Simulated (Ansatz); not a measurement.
**Moving the knobs of a GW run on Germanium (Fd-3m, 2 atoms a cell)**

Aim: change settings of a G0W0 run on Germanium (Fd-3m, 2 atoms a cell) and see what moves.

Program: Ansatz 0.2.0. Level of theory: G0W0 on r2SCAN, plane waves, PAW; PAW set soft_1. Results are calculated unless marked as measured.

## (1) The starting structure

Symmetry: Fd-3m, No. 227, cubic system. Conventional cell: a = 5.658 Å, b = 5.658 Å, c = 5.658 Å, α = 90.00°, β = 90.00°, γ = 90.00°. Nearest to Ge lie 4 Ge at 2.45 Å.

Coordinates:

```cif
data_structure
_symmetry_space_group_name_H-M 'P 1'
_symmetry_Int_Tables_number 1
_cell_length_a 4.0007
_cell_length_b 4.0007
_cell_length_c 4.0007
_cell_angle_alpha 60.000
_cell_angle_beta 60.000
_cell_angle_gamma 60.000
_cell_volume 45.28
loop_
_atom_site_label
_atom_site_type_symbol
_atom_site_fract_x
_atom_site_fract_y
_atom_site_fract_z
_atom_site_occupancy
Ge1 Ge 0.00000 0.00000 0.00000 1
Ge2 Ge 0.25000 0.25000 0.25000 1
```

The cell and positions come from the Crystallography Open Database and are kept as given unless a step says otherwise.

## (2) The base run: 6×6×6 mesh, 102 empty bands, screening to 100 eV, PAW set soft_1 files

Now the one-shot GW correction: screening in the RPA, then the self-energy of the levels asked for. This step takes PAW set soft_1 files.

input.yaml

```yaml
crystal:
  lattice:
    - [0.0, 2.82891, 2.82891]
    - [2.82891, 0.0, 2.82891]
    - [2.82891, 2.82891, 0.0]
  atoms:
    - { symbol: Ge, position: [0.0, 0.0, 0.0] }
    - { symbol: Ge, position: [0.25, 0.25, 0.25] }
kpoints:
  mp_grid: { grid: [6, 6, 6] }
hamiltonian:
  xc: r2scan
  pseudopotentials: { kind: paw, azcp: { folder: soft_1 } }
scf:
  occupations: { method: fixed }
gw:
  n_empty_bands: 102
  ecut_chi: 100
  qp_bands: [v2, c2]
  qp_kpoints: band_edges
  screening: { model: contour_deformation }
```

The run is started by

```console
$ ansatz run input.yaml --threads 4 --pin off --max-ram 138240MiB --backend cuda --events-out ev --progress --plain --runs-dir out --devices 1 --max-vram 26GiB
```

Numbers of over 12 decimals in the logs are rounded to 6 here.

Output:

```text
GPUs: using 1 of 1 available (devices: 1).
Engine: ansatz 0.2.0, x86_64-unknown-linux-gnu
Pseudopotentials: kind: paw
Pseudopotential: Ge, paw, valence charge 14, recommended cutoff 500 eV (meta_gga), soft_1/Ge.paw.azcp
Functional definition: r2SCAN
  parameter k0 = 0.174
  parameter k1 = 0.065
  parameter a1 = 4.9479
  exchange = r2scan_x(k0 = k0, k1 = k1, a1 = a1)
  correlation = r2scan_c
device memory: the entry about to start is reckoned to put 0.7 GiB on a device that reports 53.3 GiB free (of which the cap on the GPU budget leaves the run 26.0 GiB)
GPU FFT provider: cuFFT
GPU libraries: cuBLAS 13.8.2, cuFFT 12.4.0, cuSOLVER 12.3.4
Crystal: 2 atoms, lattice volume = 45.278 Å³
Basis set: ecut = 500 eV, 1139 PW (Γ), exchange–correlation on 120×120×120 points (64 copies of the dense FFT grid, shifted against one another)
Bands: 18, of which v1, the nominal top of the filled ones, is band 14 counted from 1 (13 counted from 0)
Symmetry: 48 space group operations
Space group: Fd-3m (ITA 227), of the structure as read, at distance tolerance 3.6e-5 Å
k-points: 16 of 216
Non-local potential: Ge, projectors of the file, l = 0: 2, l = 1: 2, l = 2: 3, l = 3: 1
PAW form: soft (Blöchl's): semilocal exchange-correlation on the pseudo side does not see the compensation charge
PAW frozen core: Ge, regenerated for the run's functional (the file was generated under x = pbe(κ = 0.804, μ = 0.219515), c = pbe(β = 0.066725))
PAW one-centre angular grid: Ge, 590 points (default); XC on 160 Gauss nodes
Initial density: superposition of atomic densities (chi_scale 0.1, normalization cell)
Initial wavefunctions: pseudopotential atomic-orbital guess
GPU buffer pool allocated for 27000 grid points (all kernels)
GPU transforms: local potential and band sums: pruned to the plane-wave sphere, on 30×30×30
Functional: x = r2scan, c = r2scan; τ floored in thin density (d = 2e-4 eV/Å³)
iter 1 solved again at ethr=1.79e-3 eV; its pass at ethr=3.10e-3 eV (dr2=5.00e-1 eV) is discarded
SCF iter   1: F=—  HF=-8605.718191 eV  |F-HF|=—  |Δ(HF+E_count)|=         —  Δρ=3.84e-2  dr2=5.01e-1  dr2_τ=4.81e-3  ethr=1.79e-3  ⟨swp⟩=1.0  Hψ=1632  notcnv=0  defer=7
preconditioner: auto → none  [insulator: Δε(μ)=0.166 eV  Ē_g=24.342 eV  n_scr=14 (ndim 8)  ℏωp=29.2 eV  f_vac=0.000  ε∞_Penn≈2.4]
SCF iter   2: F=—  HF=-8605.761014 eV  |F-HF|=—  |Δ(HF+E_count)|=   4.28e-2  Δρ=1.95e-2  dr2=1.06e-1  dr2_τ=7.06e-4  ethr=1.79e-3  ⟨swp⟩=2.0  Hψ=325  notcnv=0  defer=27
SCF iter   3: F=—  HF=-8605.793023 eV  |F-HF|=—  |Δ(HF+E_count)|=   3.20e-2  Δρ=3.03e-3  dr2=1.69e-3  dr2_τ=3.45e-5  ethr=3.80e-4  ⟨swp⟩=3.0  Hψ=549  notcnv=0  defer=27
SCF iter   4: F=—  HF=-8605.791308 eV  |F-HF|=—  |Δ(HF+E_count)|=   1.71e-3  Δρ=6.51e-4  dr2=7.30e-5  dr2_τ=9.86e-7  ethr=6.04e-6  ⟨swp⟩=2.1  Hψ=551  notcnv=0  defer=27
[...]
E_paw        = -4053.102942  (= ΣΔE_a)
  E_vpaw       = -606.674676  (= ΣTr[D̂ρ^β])
  E_aug_tail   = -0.000008  (compensation charges beyond the density's cutoff)
  E_vtau       = 7.144819  (kinetic-family band-sum trace: ∫τ·v_τ [+ j·A + Jᵃ·Aᵃ] dr)
  E_ewald      = -2687.134708
  E_core_change = -2.171521  (= ΣΔE_core)
  E_smearing   = -0.000000  (= −TS)
  E_closure    = -0.000000  (closes the sum)
  Σ components = -8605.791342   (vs F -8605.791342, Δ=0.00e0)
--- Band table (eV; the first three rows and the last of 16) ---
  k-point 0: bands = [... 10 lower, -4.9424, 8.3525, 8.3525, 8.3525, 8.7961, 11.0783, 11.0783, 11.0783]
  k-point 1: bands = [... 10 lower, -4.5893, 5.1604, 7.8042, 7.8042, 9.6005, 11.8074, 11.8074, 12.8856]
  k-point 2: bands = [... 10 lower, -3.6103, 2.0807, 7.1228, 7.1228, 9.0465, 12.3813, 12.3813, 15.9128]
  k-point 15: bands = [... 10 lower, -0.7794, -0.7794, 4.4752, 4.4752, 11.3405, 11.3405, 15.3812, 15.3812]
--- G₀W₀: contour deformation, 8 samples at zero and on the imaginary axis and 2 off it, 216 q-points, 102 empty bands' worth ---
  eigenvalues of the whole cell's RPA ε∞ on this k-mesh (on a slab, of 1 + 4πα/V) = 90.3470, 90.3470, 90.3470; static W/v taken at q = 0 is 0.011068
  bands read: the sum over 116 bands ends inside a degenerate multiplet in 2 slots, whose members it reads at an even weight; the widest, k=2: bands 116 to 117 (counted from 1) at 1/2 each
  gw.qp_kpoints: band_edges: 9 of 16 stored k-points solved, in 1 pass; an edge of the gap read off the rows below is read off those points alone
    valence top: of the k-points left out ik 8 came nearest to being solved in a further pass, in band 14 (counted from 1, as in the quasiparticle table): it holds the edge there only if its correction is more favourable than any solved in that band by at least 0.730 eV; those differ by 0.044 eV
    conduction bottom: of the k-points left out ik 10 came nearest to being solved in a further pass, in band 15 (counted from 1, as in the quasiparticle table): it holds the edge there only if its correction is more favourable than any solved in that band by at least 0.604 eV; those differ by 0.442 eV
    ik  band        ε_KS         Σx   Σc(E_QP)       V_xc       Z   E_QP_lin       E_QP  E_QP is
     0    13      8.3525   -15.5382     0.7242   -14.6486  0.7666     8.1859     8.1870  root
     0    14      8.3525   -15.5382     0.7242   -14.6486  0.7666     8.1859     8.1870  root
     0    15      8.7961   -12.8800    -3.6676   -16.9385  0.7679     9.1973     9.1870  root
     0    16     11.0783    -8.4082    -4.0164   -12.5751  0.7561    11.2298    11.2288  root
     1    13      7.8042   -15.2419     0.8376   -14.2436  0.7631     7.6425     7.6436  root
     1    14      7.8042   -15.2419     0.8376   -14.2436  0.7631     7.6425     7.6436  root
     1    15      9.6005   -10.3407    -3.6970   -14.2617  0.7664     9.8268     9.8244  root
     1    16     11.8074    -8.5380    -4.2066   -12.8764  0.7499    11.9400    11.9392  root
[...]
15    13      4.4752   -14.6161     2.1078   -12.3035  0.7229     4.2683     4.2704  root
    15    14      4.4752   -14.6161     2.1078   -12.3035  0.7229     4.2683     4.2704  root
    15    15     11.3405    -7.6957    -4.1762   -11.8713  0.7569    11.3399    11.3399  root
    15    16     11.3405    -7.6957    -4.1762   -11.8713  0.7569    11.3399    11.3399  root
[key lines of the parts left out:]
SCF converged after 6 iterations
Free energy (F): -8605.791342 eV
Fermi energy:    8.352473 eV
```

Elapsed: 11 s, on 1 × NVIDIA H100 80GB HBM3 (shared by 3 runs) with 4 threads of AMD EPYC 7R13 (Zen 3), shared host; peak memory 1.2 GiB.

Reading the cycles: dr2 is the Hartree energy of the density residual (eV), the measure of convergence; HF is the Harris–Foulkes estimate of the energy, which meets the free energy F at convergence.

Numbers from this step:

* bands summed: 116
* RPA ε∞ on this mesh (eigenvalues): 90.35, 90.35, 90.35
* plane waves in the screening matrix: 113
* q-points in the mesh: 216
* G0W0 gap on the mesh: 0.7941 eV
* k of the valence top: 0, 0, 0
* k of the conduction bottom: 0, 0, -0.5
* starting gap on the mesh: 0.4437 eV
* Z at the valence top: 0.7666
* Z at the conduction bottom: 0.7711
* least direct G0W0 gap on the computed points: 1.000 eV

The gap on the mesh goes from 0.44 eV to 0.79 eV, a correction of +0.35 eV, though a band edge has moved to another state.

## (3) Variant: potentials

Other atomic data (hard PAW) test the pseudisation: the cutoff goes from 500 to 1230 eV, with the same valence electrons.

This step: G0W0 on r2SCAN, plane waves, PAW.

input.yaml: that of step 2 with these lines changed.

```diff
@@ -12,3 +12,3 @@
   xc: r2scan
-  pseudopotentials: { kind: paw, azcp: { folder: soft_1 } }
+  pseudopotentials: { kind: paw, source: ansatz }
 scf:
```

Output:

```text
GPUs: using 1 of 1 available (devices: 1).
[...]
GPU FFT provider: cuFFT
GPU libraries: cuBLAS 13.8.2, cuFFT 12.4.0, cuSOLVER 12.3.4
Crystal: 2 atoms, lattice volume = 45.278 Å³
Basis set: ecut = 1230 eV, 4477 PW (Γ), exchange–correlation on 192×192×192 points (64 copies of the dense FFT grid, shifted against one another)
Bands: 18, of which v1, the nominal top of the filled ones, is band 14 counted from 1 (13 counted from 0)
[... 1 set-up line as in the run before ...]
[...]
k-points: 16 of 216
[...]
GPU buffer pool allocated for 110592 grid points (all kernels)
GPU transforms: local potential: pruned to the plane-wave sphere, on 45×45×45; band sums: pruned to the plane-wave sphere, on 48×48×48
[...]
SCF iter   7: F=-8614.127224 eV  HF=-8614.127224 eV  |F-HF|=1.66e-9  |Δ(HF+E_count)|=   9.46e-8  Δρ=5.43e-6  dr2=7.18e-9  dr2_τ=2.74e-9  ethr=3.57e-10  ⟨swp⟩=9.2  Hψ=1744  notcnv=0
SCF 1 converged in 7 iterations: F = -8614.127224 eV  dr2 = 7.18e-9
[...]
NSCF: frozen V_eff on 16 k-points, pencils in batches of 32, up to order 72
[...]
NSCF: frozen V_eff on 16 k-points
G₀W₀ screening: q 1/16
[... further progress lines ...]
[...]
SCF converged after 7 iterations
Free energy (F): -8614.127224 eV
[...]
Internal energy: -8614.127224 eV  (E = F + TS)
E sigma→0 (E₀):  -8614.127224 eV
Fermi energy:    9.757811 eV
[...]
--- Band table (eV; the first three rows and the last of 16) ---
  k-point 0: bands = [... 10 lower, -3.5463, 9.7578, 9.7578, 9.7578, 10.1981, 12.4775, 12.4775, 12.4775]
  k-point 1: bands = [... 10 lower, -3.1930, 6.5628, 9.2084, 9.2084, 11.0009, 13.2073, 13.2073, 14.2877]
  k-point 2: bands = [... 10 lower, -2.2131, 3.4812, 8.5262, 8.5262, 10.4466, 13.7812, 13.7812, 17.3122]
  k-point 15: bands = [... 10 lower, 0.6199, 0.6199, 5.8759, 5.8759, 12.7405, 12.7405, 16.7813, 16.7813]
[...]
0    13      9.7578   -15.5398     0.7219   -14.6473  0.7665     9.5862     9.5873  root
     0    14      9.7578   -15.5398     0.7219   -14.6473  0.7665     9.5862     9.5873  root
     0    15     10.1981   -12.8950    -3.6576   -16.9536  0.7678    10.6107    10.5992  root
     0    16     12.4775    -8.4232    -4.0169   -12.5884  0.7560    12.6267    12.6258  root
     1    13      9.2084   -15.2393     0.8353   -14.2395  0.7630     9.0428     9.0439  root
     1    14      9.2084   -15.2393     0.8353   -14.2395  0.7630     9.0428     9.0439  root
     1    15     11.0009   -10.3525    -3.6920   -14.2726  0.7663    11.2315    11.2291  root
     1    16     13.2073    -8.5558    -4.2072   -12.8917  0.7497    13.3368    13.3360  root
[...]
15    13      5.8759   -14.6006     2.1069   -12.2883  0.7228     5.6683     5.6704  root
    15    14      5.8759   -14.6006     2.1069   -12.2883  0.7228     5.6683     5.6704  root
    15    15     12.7405    -7.7099    -4.1757   -11.8836  0.7568    12.7385    12.7385  root
    15    16     12.7405    -7.7099    -4.1757   -11.8836  0.7568    12.7385    12.7385  root
```

Wall time 16 s (1 × NVIDIA H100 80GB HBM3 (shared by 3 runs) with 4 threads); peak memory 1.5 GiB.

The G0W0 gap on the mesh is 0.799 eV.

Against the base:

| setting | base | variant |
| --- | --- | --- |
| files | PAW set soft_1 | hard PAW |

| quantity | variant | base |
| --- | --- | --- |
| starting gap on the mesh | 0.440 | 0.444 |
| G0W0 gap on the mesh | 0.799 | 0.794 |
| least direct G0W0 gap on the computed points | 1.012 | 1.000 |
| Z at the valence top | 0.767 | 0.767 |
| Z at the conduction bottom | 0.771 | 0.771 |

## (4) Variant: frequency model

A plasmon pole stands in for the full frequency dependence of the screening; this run shows what that costs in accuracy.

This step: G0W0 on r2SCAN, plane waves, PAW; PAW set soft_1.

input.yaml, the sections that differ from step 3:

```yaml
hamiltonian:
  xc: r2scan
  pseudopotentials: { kind: paw, azcp: { folder: soft_1 } }
gw:
  n_empty_bands: 102
  ecut_chi: 100
  qp_bands: [v2, c2]
  qp_kpoints: band_edges
  screening: { model: godby_needs }
# crystal, kpoints, scf: as in step 3
```

Output:

```text
GPUs: using 1 of 1 available (devices: 1).
[...]
GPU FFT provider: cuFFT
GPU libraries: cuBLAS 13.8.2, cuFFT 12.4.0, cuSOLVER 12.3.4
Crystal: 2 atoms, lattice volume = 45.278 Å³
Basis set: ecut = 500 eV, 1139 PW (Γ), exchange–correlation on 120×120×120 points (64 copies of the dense FFT grid, shifted against one another)
Bands: 18, of which v1, the nominal top of the filled ones, is band 14 counted from 1 (13 counted from 0)
[... 1 set-up line as in the run before ...]
[...]
k-points: 16 of 216
[...]
GPU buffer pool allocated for 27000 grid points (all kernels)
[...]
SCF iter   6: F=-8605.791342 eV  HF=-8605.791342 eV  |F-HF|=3.93e-9  |Δ(HF+E_count)|=   9.81e-7  Δρ=3.93e-6  dr2=1.48e-9  dr2_τ=8.94e-11  ethr=3.57e-10  ⟨swp⟩=3.9  Hψ=1248  notcnv=0
SCF 1 converged in 6 iterations: F = -8605.791342 eV  dr2 = 1.48e-9
[...]
G₀W₀ screening: q 1/16
[... further progress lines ...]
[...]
SCF converged after 6 iterations
Free energy (F): -8605.791342 eV
[...]
Internal energy: -8605.791342 eV  (E = F + TS)
E sigma→0 (E₀):  -8605.791342 eV
Fermi energy:    8.352473 eV
[...]
--- Band table (eV; the first three rows and the last of 16) ---
  k-point 0: bands = [... 10 lower, -4.9424, 8.3525, 8.3525, 8.3525, 8.7961, 11.0783, 11.0783, 11.0783]
  k-point 1: bands = [... 10 lower, -4.5893, 5.1604, 7.8042, 7.8042, 9.6005, 11.8074, 11.8074, 12.8856]
  k-point 2: bands = [... 10 lower, -3.6103, 2.0807, 7.1228, 7.1228, 9.0465, 12.3813, 12.3813, 15.9128]
  k-point 15: bands = [... 10 lower, -0.7794, -0.7794, 4.4752, 4.4752, 11.3405, 11.3405, 15.3812, 15.3812]
--- G₀W₀: ω_p = 29.2007 eV, 216 q-points, 102 empty bands' worth ---
[...]
GN-PPA: 860926/2286575 pairs with Re ω̃² < 0 across q-mesh
[...]
0    13      8.3525   -15.5382     0.7038   -14.6486  0.8004     8.1665     8.1667  root
     0    14      8.3525   -15.5382     0.7038   -14.6486  0.8004     8.1665     8.1667  root
     0    15      8.7961   -12.8800    -3.6112   -16.9385  0.7970     9.2444     9.2434  root
     0    16     11.0783    -8.4082    -4.0280   -12.5751  0.7960    11.2173    11.2172  root
     1    13      7.8042   -15.2419     0.8128   -14.2436  0.7983     7.6186     7.6188  root
     1    14      7.8042   -15.2419     0.8128   -14.2436  0.7983     7.6186     7.6188  root
     1    15      9.6005   -10.3407    -3.6865   -14.2617  0.7991     9.8352     9.8349  root
     1    16     11.8074    -8.5380    -4.2066   -12.8764  0.7937    11.9393    11.9391  root
[...]
15    13      4.4752   -14.6161     2.0077   -12.3035  0.7818     4.1696     4.1702  root
    15    14      4.4752   -14.6161     2.0077   -12.3035  0.7818     4.1696     4.1702  root
    15    15     11.3405    -7.6957    -4.1915   -11.8713  0.7992    11.3246    11.3246  root
    15    16     11.3405    -7.6957    -4.1915   -11.8713  0.7992    11.3246    11.3246  root
```

Elapsed: 14 s, on 1 × NVIDIA H100 80GB HBM3 (shared by 3 runs) with 4 threads; peak memory 1.2 GiB; 18 s of CPU time.

The G0W0 gap on the mesh is 0.816 eV.

Against the base:

| setting | base | variant |
| --- | --- | --- |
| frequency model | contour deformation | plasmon pole |

| quantity | variant | base |
| --- | --- | --- |
| starting gap on the mesh | 0.444 | 0.444 |
| G0W0 gap on the mesh | 0.816 | 0.794 |
| least direct G0W0 gap on the computed points | 1.077 | 1.000 |
| Z at the valence top | 0.800 | 0.767 |
| Z at the conduction bottom | 0.802 | 0.771 |

## (5) Summary of results

| Property | Result |
| --- | --- |
| base | 0.79 eV, 11 s |
| potentials | 0.80 eV, 16 s |
| frequency model | 0.82 eV, 14 s |

Potentials: the gap moves by +0.005 eV (the plane-wave cutoff goes from 500 to 1230 eV). Frequency model: the gap moves by +0.02 eV. All runs here use a coarse mesh and modest cutoffs; they test settings and are not final values. The 6×6×6 mesh is coarse for this cell (its supercell is 24 Å along the shortest edge). The RPA ε∞ on it, from the r2SCAN start, is 90.35; such meshes misread the long-range screening, most where the gap is narrow. On this mesh the RPA ε∞ passes 90, more than nearly any semiconductor shows; a coarse mesh does this where one point with a narrow direct gap carries much weight. The screening is then too strong, and the G0W0 gap should not be taken as the material's. The many-body steps are scalar-relativistic: spin-orbit coupling is not in them.

[Paths, hosts, dates, memory and timing lines, banners, echoed tables and standing remarks are left out of the program output.]

[Logs are printed without paths, hosts, clocks, repeated set-up lines and the standing remarks that a program may print on its own settings, such as how far it seeks lower states.]

[Runs of the session that timed out or met a known fault of the program may be left out.]

[Cells called generated may have been cut or substituted from an entry of the Crystallography Open Database or the Materials Project.]

[Hosts, paths, dates, database ids (printed as entryN), source tags and the programs' standing remarks are cut or masked in the printed files.]
